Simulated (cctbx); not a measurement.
# Which space group?

Cell: a = 17.0380 Å, b = 4.7120 Å, c = 10.1700 Å, α = 90.00°, β = 111.74°, γ = 90.00°. Expected content of the cell: Eu4 Te8 F40.

Simulated single-crystal data (cctbx): synchrotron X-rays, λ = 0.4959 Å, to d = 0.8 Å, 95 % of the full sphere, strongest reflection 40000 counts, noise from counting, a 1.5 % proportional error and a noise floor of 4 counts (s.d.); no absorption.

A first pass over the reflections prints:

```text
5853 reflections to d = 0.800 A
centring   violations  <I/sigma> of those
    A       1156 of  2960     12.2
    B       1156 of  2920     12.3
    C          0 of  2936      0.0
    I       1108 of  2917     10.7
    R       1615 of  3904     12.3
    F       1156 of  4408      8.2
Laue class    unique    Rint  (classes that these axes allow; Friedel mates merged)
C 1 2/m 1         866   0.016
space group    extra absences  I>4sigma  <I/sigma>
C 1 2 1                 0          0         -  acentric
C 1 m 1                 0          0         -  acentric
C 1 c 1               185          0       0.0  acentric
C 1 n 1               185          0       0.0  acentric
C 1 2/m 1               0          0         -  centric
C 1 2/c 1             185          0       0.0  centric
C 1 2/n 1             185          0       0.0  centric
Wilson B = 1.12 A^2   <|E^2-1|> = 0.884 (0.968 centric, 0.736 acentric)   E^2>4: 2.7 %
shell (A)         n   <I/sigma>
 9.45 - 1.60    119     45.2
 1.60 - 1.27    112     47.8
 1.27 - 1.11    111     47.1
 1.11 - 1.01    108     38.9
 1.01 - 0.94    103     38.3
 0.94 - 0.88    110     37.3
 0.88 - 0.84    110     37.9
 0.84 - 0.80     93     33.2
```

Q: Read the symmetry from these tables.

The reflections that C centring forbids are absent (⟨I/σ⟩ near 0), so the lattice is C.

Only C 1 2/m 1 fits these axes (Rint 0.016); a search for a hidden higher lattice was not made.

7 settings pass the absence test. The most absences obeyed, 185, belong to C 1 c 1, C 1 n 1, C 1 2/c 1 and C 1 2/n 1, which absences can't tell apart.

⟨|E²−1|⟩ = 0.884 leans to a centrosymmetric structure. The Wilson B of 1.12 Å² means U ≈ 0.0142 Å².

The true group is C2/c (no. 15), Laue class 2/m, centrosymmetric. The tables only narrow the choice to the tied entries; cell content, site symmetry and trial solutions must settle it.

This is a model crystal, built by substitution and not relaxed, with assumed displacement parameters.

[Logs are printed without paths, hosts, clocks, repeated set-up lines and the standing remarks that a program may print on its own settings, such as how far it seeks lower states.]
